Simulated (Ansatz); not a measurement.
# RbVS3 (model cell, started as cubic perovskite with V in the octahedra): a soft mode frozen in, part 2 of 2

Which phase does RbVS3 (model cell, started as cubic perovskite with V in the octahedra) fall into along its unstable mode, and how much energy does it gain?

Ansatz 0.2.0; DFT PBEsol, scalar-relativistic, plane waves, PAW; PAW set soft_1.

So far, highest frequency on the path or at a solved wavevector (cm⁻¹): step 2 (response at finite wavevector) 417. Also lowest frequency on the path (cm⁻¹): step 2 -248.

The structure was built from a prototype and need not be the compound's stable phase.

## Step 3: The mode frozen in, largest atomic shift 0 Å

The mode followed lies at q = (0.25, -0.5, -0.5) with frequency 167.2i cm⁻¹, one of the unstable modes though not the softest. At small amplitude the distorted cell has space group no. 140 by a symmetry search on the positions. The undistorted cell that holds it gives the zero of energy on the same k mesh.

System of this step: RbVS3 (model cell, started as cubic perovskite with V in the octahedra). Symmetry: Pm-3m, No. 221, cubic system. Conventional cell: a = 4.643 Å, b = 4.643 Å, c = 4.643 Å, α = 90.00°, β = 90.00°, γ = 90.00°. Nearest to Rb lie 12 S at 3.28 Å. V has 6 S at 2.32 Å nearest. S has 2 V at 2.32 Å and 4 Rb at 3.28 Å nearest. Nearest to S lie 2 V at 2.32 Å and 4 Rb at 3.28 Å. Farther neighbours and most contacts between anions are not listed.

Input file input.yaml:

```yaml
crystal:
  lattice:
    - [0.0, -4.6426622666, -4.6426622666]
    - [0.0, -4.6426622666, 4.6426622666]
    - [-9.2853245332, -4.6426622666, 0.0]
  atoms:
    - { symbol: Rb, position: [0.75, 0.75, 0.5] }
    - { symbol: Rb, position: [0.25, 0.25, 0.5] }
    - { symbol: Rb, position: [0.5, 0.5, 0.0] }
    - { symbol: Rb, position: [0.0, 0.0, 0.0] }
    - { symbol: V, position: [0.375, 0.875, 0.25] }
    - { symbol: V, position: [0.875, 0.375, 0.25] }
    - { symbol: V, position: [0.125, 0.625, 0.75] }
    - { symbol: V, position: [0.625, 0.125, 0.75] }
    - { symbol: S, position: [0.625, 0.625, 0.25] }
    - { symbol: S, position: [0.125, 0.125, 0.25] }
    - { symbol: S, position: [0.375, 0.375, 0.75] }
    - { symbol: S, position: [0.875, 0.875, 0.75] }
    - { symbol: S, position: [0.625, 0.125, 0.25] }
    - { symbol: S, position: [0.125, 0.625, 0.25] }
    - { symbol: S, position: [0.375, 0.875, 0.75] }
    - { symbol: S, position: [0.875, 0.375, 0.75] }
    - { symbol: S, position: [0.25, 0.75, 0.5] }
    - { symbol: S, position: [0.75, 0.25, 0.5] }
    - { symbol: S, position: [0.0, 0.5, 0.0] }
    - { symbol: S, position: [0.5, 0.0, 0.0] }
kpoints:
  mp_grid: { grid: [6, 6, 6] }
hamiltonian:
  xc: pbesol
  pseudopotentials: { kind: paw, azcp: { folder: soft_1 }, xc_functional: pbe }
scf:
  occupations: { method: methfessel_paxton, width: 0.2 }
output:
  forces: true
  stress: true
  eigenvalues: true
```

Run with:

```sh
$ ansatz run input.yaml --threads 4 --pin off --max-ram 16384MiB --backend cpu --events-out ev --progress --plain --runs-dir out
```

Numbers of over 12 decimals in the logs are rounded to 6 here.

Output:

```text
[...]
Crystal: 20 atoms, lattice volume = 400.278 Å³
Basis set: ecut = 420 eV, 7815 PW (Γ), exchange–correlation on 90×90×144 points (8 copies of the dense FFT grid, shifted against one another)
Bands: 100, of which v1, the nominal top of the filled ones, is band 80 counted from 1 (79 counted from 0)
Symmetry: 64 space group operations
[...]
k-points: 30 of 216
[...]
k-point 0: bands = [... 76 lower, 7.2625, 7.2625, 7.2625, 7.7140, 7.7140, 7.7149, 8.1535, 8.1535, ... 16 higher]
  k-point 1: bands = [... 76 lower, 7.1539, 7.3257, 7.7420, 7.7420, 7.7985, 7.7985, 8.1337, 8.1735, ... 16 higher]
  k-point 2: bands = [... 76 lower, 7.2132, 7.2132, 8.0608, 8.0608, 8.0794, 8.0794, 8.1195, 8.1884, ... 16 higher]
  k-point 29: bands = [... 76 lower, 6.6288, 6.9370, 7.5000, 7.7057, 7.9175, 8.0209, 8.4466, 8.5833, ... 16 higher]
[key lines of the parts left out:]
SCF converged after 9 iterations
Free energy (F): -35043.345403 eV
Fermi energy:    7.812959 eV
P = ⅓ Tr σ = -0.0244 GPa (-0.244 kbar)
```

It took 23 s on 4 threads of Arm Neoverse V1, shared host; peak memory 1.6 GiB; 91 s of CPU time.

This step gave:

```
pressure                         : -0.02441 GPa
energy from the undistorted cell : 0 meV/atom
```

The run ends at a pressure of -0.02 GPa.

## Step 4: The mode frozen in, largest atomic shift 0.04 Å

The atoms are moved along the unstable eigenvector, the largest shift by 0.04 Å, with the cell fixed.

Changes to input.yaml since step 3:

```diff
@@ -14,10 +14,10 @@
     - { symbol: V, position: [0.625, 0.125, 0.75] }
-    - { symbol: S, position: [0.625, 0.625, 0.25] }
-    - { symbol: S, position: [0.125, 0.125, 0.25] }
-    - { symbol: S, position: [0.375, 0.375, 0.75] }
-    - { symbol: S, position: [0.875, 0.875, 0.75] }
-    - { symbol: S, position: [0.625, 0.125, 0.25] }
-    - { symbol: S, position: [0.125, 0.625, 0.25] }
-    - { symbol: S, position: [0.375, 0.875, 0.75] }
-    - { symbol: S, position: [0.875, 0.375, 0.75] }
+    - { symbol: S, position: [0.6293078731, 0.6206921269, 0.25] }
+    - { symbol: S, position: [0.1206921269, 0.1293078731, 0.25] }
+    - { symbol: S, position: [0.3793078731, 0.3706921269, 0.75] }
+    - { symbol: S, position: [0.8706921269, 0.8793078731, 0.75] }
+    - { symbol: S, position: [0.6206921269, 0.1206921269, 0.25] }
+    - { symbol: S, position: [0.1293078731, 0.6293078731, 0.25] }
+    - { symbol: S, position: [0.3706921269, 0.8706921269, 0.75] }
+    - { symbol: S, position: [0.8793078731, 0.3793078731, 0.75] }
     - { symbol: S, position: [0.25, 0.75, 0.5] }
```

Output:

```text
[...]
Crystal: 20 atoms, lattice volume = 400.278 Å³
Basis set: ecut = 420 eV, 7815 PW (Γ), exchange–correlation on 90×90×144 points (8 copies of the dense FFT grid, shifted against one another)
Bands: 100, of which v1, the nominal top of the filled ones, is band 80 counted from 1 (79 counted from 0)
Symmetry: 16 space group operations
[...]
k-points: 30 of 216
[...]
k-point 0: bands = [... 76 lower, 7.2681, 7.2810, 7.2810, 7.7166, 7.7166, 7.7198, 8.1783, 8.1788, ... 16 higher]
  k-point 1: bands = [... 76 lower, 7.1548, 7.3301, 7.7504, 7.7504, 7.8018, 7.8018, 8.1591, 8.1984, ... 16 higher]
  k-point 2: bands = [... 76 lower, 7.2122, 7.2122, 8.0497, 8.0497, 8.1006, 8.1006, 8.1450, 8.2130, ... 16 higher]
  k-point 29: bands = [... 76 lower, 6.6480, 6.9416, 7.5011, 7.7155, 7.9126, 8.0349, 8.4482, 8.5883, ... 16 higher]
[key lines of the parts left out:]
SCF converged after 9 iterations
Free energy (F): -35043.350200 eV
Fermi energy:    7.820081 eV
P = ⅓ Tr σ = 0.1069 GPa (1.069 kbar)
```

It took 24 s on 4 threads; peak memory 1.6 GiB; 94 s of CPU time.

Numbers from this step:

```yaml
pressure: 0.1069 GPa
energy_from_the_undistorted_cell: -0.419 meV/atom
```

The energy, extrapolated to zero smearing, is -0.42 meV/atom against the undistorted cell.

The run ends at a pressure of 0.11 GPa, with forces up to 0.0056 eV/Å.

## Step 5: Energy along the mode, all amplitudes (two of the runs are shown above)

An imaginary frequency means negative curvature, so the energy should fall and then rise again as anharmonic terms take over.

Numbers from this step:

```
depth at the lowest point sampled  : 0.419 meV/atom
largest atomic shift at that point : 0.04 Å
```

Table of energy from the parent by largest atomic shift:

```
largest atomic shift (Å)  energy from the parent (meV/atom)
                  0.0000                                  0
                  0.0400                             -0.419
                  0.0800                              0.915
                  0.1400                               13.6
```

Displacement at unit largest shift by atom:

| atom | x (Å) | y (Å) | z (Å) | size |
| --- | --- | --- | --- | --- |
| Rb1 | 0.00 | 0.00 | 0.00 | 0.00 |
| Rb2 | 0.00 | 0.00 | 0.00 | 0.00 |
| Rb3 | 0.00 | 0.00 | 0.00 | 0.00 |
| Rb4 | 0.00 | 0.00 | 0.00 | 0.00 |
| V5 | 0.00 | 0.00 | 0.00 | 0.00 |
| V6 | 0.00 | 0.00 | 0.00 | 0.00 |
| V7 | 0.00 | 0.00 | 0.00 | 0.00 |
| V8 | 0.00 | 0.00 | 0.00 | 0.00 |
| S9 | 0.00 | 0.00 | -1.00 | 1.00 |
| S10 | 0.00 | 0.00 | 1.00 | 1.00 |
| S11 | 0.00 | 0.00 | -1.00 | 1.00 |
| S12 | 0.00 | 0.00 | 1.00 | 1.00 |
| S13 | 0.00 | 1.00 | 0.00 | 1.00 |
| S14 | 0.00 | -1.00 | 0.00 | 1.00 |
| S15 | 0.00 | 1.00 | 0.00 | 1.00 |
| S16 | 0.00 | -1.00 | 0.00 | 1.00 |
| S17 | 0.00 | 0.00 | 0.00 | 0.00 |
| S18 | 0.00 | 0.00 | 0.00 | 0.00 |
| S19 | 0.00 | 0.00 | 0.00 | 0.00 |
| S20 | 0.00 | 0.00 | 0.00 | 0.00 |

The lowest of the steps tried is at 0.04 Å, 0.419 meV/atom below the parent; the bottom of the well need not coincide with a step.

## Step 6: Relaxation from the frozen mode

Starting from the lowest point found, all atoms and the cell are let go, so that strain and other modes of the same symmetry can join in.

Changes to input.yaml since step 4:

```diff
@@ -37 +37,6 @@
   eigenvalues: true
+relax:
+  adjacent_minimum: "off"
+  f_tol: 0.002
+  max_steps: 120
+  cell: { stress_tol: 0.03 }
```

Output:

```text
[...]
Crystal: 20 atoms, lattice volume = 400.278 Å³
Basis set: ecut = 420 eV, 7815 PW (Γ), exchange–correlation on 90×90×144 points (8 copies of the dense FFT grid, shifted against one another)
Bands: 100, of which v1, the nominal top of the filled ones, is band 80 counted from 1 (79 counted from 0)
Symmetry: 16 space group operations
[...]
k-points: 30 of 216
[...]
SCF iter   1: F=—  HF=-35045.357278 eV  |F-HF|=—  |Δ(HF+E_count)|=         —  Δρ=3.14e-2  dr2=6.03e0  ethr=3.10e-3  ⟨swp⟩=8.2  Hψ=13035  notcnv=0
[...]
SCF iter   9: F=-35043.350200 eV  HF=-35043.350200 eV  |F-HF|=1.91e-8  |Δ(HF+E_count)|=   1.29e-7  S|Δr|=    0.00e0  Δρ=3.06e-6  dr2=4.16e-8  ethr=6.25e-11  ⟨swp⟩=11.7  Hψ=14282  notcnv=0
SCF 1 converged in 9 iterations: F = -35043.350200 eV  dr2 = 4.16e-8
[...]
relax step   1: F+E_penalty+E_count = -35043.35020025 eV  Δ(F+E_penalty+E_count) = +0.000e0 eV  max|allowed force component| = 5.621e-3 eV/Å  Δτ_max = 0.0000 Å  P = +0.107 GPa  Ω = 400.278 Å³  (9 SCF iters, dr2 threshold 1.00e-7 eV, accepted)
Crystal: 20 atoms, lattice volume = 400.739 Å³
[...]
SCF iter   6: F=-35043.350286 eV  HF=-35043.350286 eV  |F-HF|=5.60e-9  |Δ(HF+E_count)|=   1.11e-8  S|Δr|=    0.00e0  Δρ=6.09e-7  dr2=7.87e-9  ethr=2.52e-11  ⟨swp⟩=4.7  Hψ=9354  notcnv=0
SCF 2 converged in 6 iterations: F = -35043.350286 eV  dr2 = 7.87e-9
relax step   2: F+E_penalty+E_count = -35043.35028601 eV  Δ(F+E_penalty+E_count) = -8.575e-5 eV  max|allowed force component| = 4.304e-3 eV/Å  Δτ_max = 0.0008 Å  P = +0.017 GPa  Ω = 400.739 Å³  energy of the carried Pulay correction = -1.301e-4 eV  (6 SCF iters, dr2 threshold 4.03e-8 eV, accepted)
Crystal: 20 atoms, lattice volume = 400.862 Å³
Basis set: ecut = 420 eV, 7831 PW (Γ), exchange–correlation on 90×90×144 points (8 copies of the dense FFT grid, shifted against one another)
[...]
SCF iter   6: F=-35043.350282 eV  HF=-35043.350282 eV  |F-HF|=3.13e-10  |Δ(HF+E_count)|=  6.55e-11  S|Δr|=    0.00e0  Δρ=1.84e-7  dr2=5.02e-10  ethr=1.00e-12  ⟨swp⟩=5.2  Hψ=11158  notcnv=0
SCF 3 converged in 6 iterations: F = -35043.350282 eV  dr2 = 5.02e-10
relax step   3: F+E_penalty+E_count = -35043.35028210 eV  Δ(F+E_penalty+E_count) = +3.909e-6 eV  max|allowed force component| = 4.356e-3 eV/Å  Δτ_max = 0.0003 Å  P = -0.005 GPa  Ω = 400.862 Å³  energy of the carried Pulay correction = -1.647e-4 eV  (6 SCF iters, dr2 threshold 1.16e-9 eV, accepted)
[...]
relax step   4: F+E_penalty+E_count = -35043.35030814 eV  Δ(F+E_penalty+E_count) = -2.604e-5 eV  max|allowed force component| = 2.211e-3 eV/Å  Δτ_max = 0.0010 Å  P = +0.001 GPa  Ω = 400.864 Å³  energy of the carried Pulay correction = -1.653e-4 eV  (7 SCF iters, dr2 threshold 1.19e-9 eV, accepted)
[...]
relax step   5: F+E_penalty+E_count = -35043.35030799 eV  Δ(F+E_penalty+E_count) = +1.469e-7 eV  max|allowed force component| = 5.059e-4 eV/Å  Δτ_max = 0.0010 Å  P = -0.001 GPa  Ω = 400.905 Å³  energy of the carried Pulay correction = -1.766e-4 eV  (8 SCF iters, dr2 threshold 3.06e-10 eV, accepted)
[...]
SCF iter   5: F=-35043.350471 eV  HF=-35043.350471 eV  |F-HF|=0.00e0  |Δ(HF+E_count)|=  4.37e-11  S|Δr|=    0.00e0  Δρ=4.32e-8  dr2=8.25e-12  ethr=1.00e-12  ⟨swp⟩=6.9  Hψ=13086  notcnv=0
SCF 6 converged in 5 iterations: F = -35043.350471 eV  dr2 = 8.25e-12
relax step   6: F+E_penalty+E_count = -35043.35047113 eV  Δ(F+E_penalty+E_count) = -1.631e-4 eV  max|allowed force component| = 5.056e-4 eV/Å  Δτ_max = 0.0000 Å  P = -0.001 GPa  Ω = 400.905 Å³  stress off target by 9.87e-4 GPa  SCF on the basis re-selected at this cell (its energy is not comparable with the rows above)  (5 SCF iters)
basis re-selected at this cell: Δ(F+E_penalty+E_count) = -1.631e-4 eV, ΔP = +0.000 GPa vs the last step (what re-selecting the basis moved, of the pressure what is left beyond the Pulay correction that the steps carried, after the strain that the cell walked since its last selection, with what the two solves' SCF thresholds leave and, on support functions, any second-order correction that the steps lacked; it is no m [...]
SCF converged after 5 iterations
[...]
Free energy (F): -35043.350471 eV
[...]
Internal energy: -35043.369380 eV  (E = F + TS)
E sigma→0 (E₀):  -35043.355198 eV
Entropy (-TS):   0.018909 eV (0.945 meV/atom)
Fermi energy:    7.799606 eV
[...]
--- Forces (eV/Å), atoms counted from 1 ---
  atom   1  Rb     0.00000000     0.00000000    -0.00000000
  atom   2  Rb     0.00000000    -0.00000000    -0.00000000
  atom   3  Rb    -0.00000000     0.00000000     0.00000000
  atom   4  Rb     0.00000000    -0.00000000    -0.00000000
  atom   5  V     -0.00050556    -0.00000000    -0.00000000
  atom   6  V     -0.00050556     0.00000000     0.00000000
  atom   7  V      0.00050556     0.00000000     0.00000000
  atom   8  V      0.00050556    -0.00000000    -0.00000000
  atom   9  S      0.00010241     0.00000000    -0.00001145
  atom  10  S      0.00010241    -0.00000000     0.00001145
  atom  11  S     -0.00010241     0.00000000    -0.00001145
  atom  12  S     -0.00010241    -0.00000000     0.00001145
  atom  13  S      0.00010241     0.00001145     0.00000000
  atom  14  S      0.00010241    -0.00001145     0.00000000
  atom  15  S     -0.00010241     0.00001145    -0.00000000
  atom  16  S     -0.00010241    -0.00001145    -0.00000000
  atom  17  S      0.00000000     0.00000000    -0.00000000
  atom  18  S      0.00000000     0.00000000    -0.00000000
  atom  19  S     -0.00000000     0.00000000     0.00000000
  atom  20  S      0.00000000    -0.00000000    -0.00000000
  max |Σ_I F_I| component: 1.40e-17 eV/Å
--- Stress (GPa, compression-positive) ---
        0.000397      -0.000000      -0.000000
       -0.000000      -0.000987      -0.000000
       -0.000000      -0.000000      -0.000987
  P = ⅓ Tr σ = -0.0005 GPa (-0.005 kbar)
--- Band table (eV; the first three rows and the last of 30) ---
  k-point 0: bands = [... 76 lower, 7.2494, 7.2634, 7.2634, 7.6941, 7.6941, 7.6976, 8.1573, 8.1576, ... 16 higher]
  k-point 1: bands = [... 76 lower, 7.1330, 7.3091, 7.7313, 7.7313, 7.7800, 7.7800, 8.1380, 8.1772, ... 16 higher]
  k-point 2: bands = [... 76 lower, 7.1910, 7.1910, 8.0277, 8.0277, 8.0816, 8.0816, 8.1239, 8.1918, ... 16 higher]
  k-point 29: bands = [... 76 lower, 6.6327, 6.9218, 7.4817, 7.6982, 7.8923, 8.0164, 8.4245, 8.5689, ... 16 higher]
--- Relaxed structure (5 steps of the walk, 5 accepted, 1 SCFs on fresh bases) ---
  F+E_penalty+E_count = -35043.35047113 eV   max|allowed force component| = 5.056e-4 eV/Å   (the final SCF, on the basis selected at the relaxed cell)
  cell:  # Å, volume = 400.9046 Å³
    - [0, -4.646285, -4.646285]
    - [0, -4.646285, 4.646285]
    - [-9.285375, -4.646285, 0]
  atoms:
    - { symbol: Rb, position: [0.75, 0.75, 0.5] }
    - { symbol: Rb, position: [0.25, 0.25, 0.5] }
    - { symbol: Rb, position: [0.5, 0.5, 0] }
    - { symbol: Rb, position: [0, 0, 0] }
    - { symbol: V, position: [0.375057, 0.875057, 0.249885] }
    - { symbol: V, position: [0.875057, 0.375057, 0.249885] }
    - { symbol: V, position: [0.124943, 0.624943, 0.750115] }
    - { symbol: V, position: [0.624943, 0.124943, 0.750115] }
    - { symbol: S, position: [0.629611, 0.620476, 0.249913] }
    - { symbol: S, position: [0.120476, 0.129611, 0.249913] }
    - { symbol: S, position: [0.379524, 0.370389, 0.750087] }
    - { symbol: S, position: [0.870389, 0.879524, 0.750087] }
    - { symbol: S, position: [0.620476, 0.120476, 0.249913] }
    - { symbol: S, position: [0.129611, 0.629611, 0.249913] }
    - { symbol: S, position: [0.370389, 0.870389, 0.750087] }
    - { symbol: S, position: [0.879524, 0.379524, 0.750087] }
    - { symbol: S, position: [0.25, 0.75, 0.5] }
    - { symbol: S, position: [0.75, 0.25, 0.5] }
    - { symbol: S, position: [0.0, 0.5, 0] }
    - { symbol: S, position: [0.5, 0.0, 0] }
```

Elapsed: 2.5 min, on 4 threads; peak memory 1.6 GiB; 9.9 min of CPU time.

Little changed from the start: no atom moved by 0.005 Å and no cell edge by 0.1 %.

This step gave:

* pressure: -5.26e-4 GPa
* volume per atom: 20.05 Å³

The distorted start has space group I4/mcm; the relaxation ends in I4/mcm.

## Step 7: The phases reached

The phases reached along the modes that were followed are set side by side.

Energies are those of the first relaxation, on the mesh of the frozen mode; space group, volume and gap are those of the last relaxation. Phases, by row:

| mode frozen in | space group | energy from parent (meV/atom) | volume (Å³/atom) | gap on mesh (eV) | lowest zone-centre optical mode (cm⁻¹) | largest shift (Å) |
| --- | --- | --- | --- | --- | --- | --- |
| parent | Pm-3m | 0 | 20.01 | 0 | – | – |
| q = (-0.5, -0.5, -0.5), 248i cm⁻¹ | I4/mmm | -4.08 | 20.15 | 0 | -95.7 | 0.101 |
| q = (-0.5, -0.5, -0.5), 248i cm⁻¹ | I4/mcm | -4.46 | 20.17 | 0 | -71.3 | 0.092 |
| q = (-0.5, -0.5, -0.5), 248i cm⁻¹ | I4/mcm | -4.46 | 20.17 | 0 | -71.4 | 0.092 |
| q = (0.25, -0.5, -0.5), 167i cm⁻¹ | I4/mcm | -0.45 | 20.05 | 0 | – | 0.042 |

## Step 8: What came out

```json
{
 "unstable mode of the parent": "q = (0.25, -0.5, -0.5), 167i cm⁻¹",
 "depth at the lowest point sampled": "0.419 meV/atom",
 "largest atomic shift at that point": "0.04 Å",
 "space group reached (within 0.01 Å)": "I4/mcm",
 "energy gained over the parent (first relaxation, on the mesh of the frozen mode)": "0.447 meV/atom",
 "volume per atom, phase reached": "20.0 Å³"
}
```

**Reading.** Along this mode the structure falls into I4/mcm, 0.447 meV/atom below the parent. At the parent's cell the well is 0.419 meV/atom deep on the steps tried, with its lowest point at a shift of 0.04 Å. Relaxing atoms and cell changes the gain by +0.03 meV/atom against the lowest step (energies at zero smearing). The modes of the phase reached were not computed on this path. How so shallow a well moves with the k mesh was not tested. Of the 4 patterns followed to their end from this parent, this one ends 4.01 meV/atom above the lowest, I4/mcm. Each path keeps the symmetry of its pattern, so a lower phase may lie along a pattern not tried. With no gap, or one that is small against the smearing, the frequencies hang on the k mesh and the smearing, most of all near Kohn anomalies. The phonon runs are without spin polarisation, although V often carries a moment. The PAW files were made for PBE and serve the other functionals too. A phonon run warned that its eigensolver left some bands unconverged in a pass. The starting cell was built on a prototype and not taken from a measurement, so the phase need not exist.

[Logs are printed without paths, hosts, clocks, repeated set-up lines and the standing remarks that a program may print on its own settings, such as how far it seeks lower states.]

[Hosts, paths, dates, database ids (printed as entryN), source tags and the programs' standing remarks are cut or masked in the printed files.]
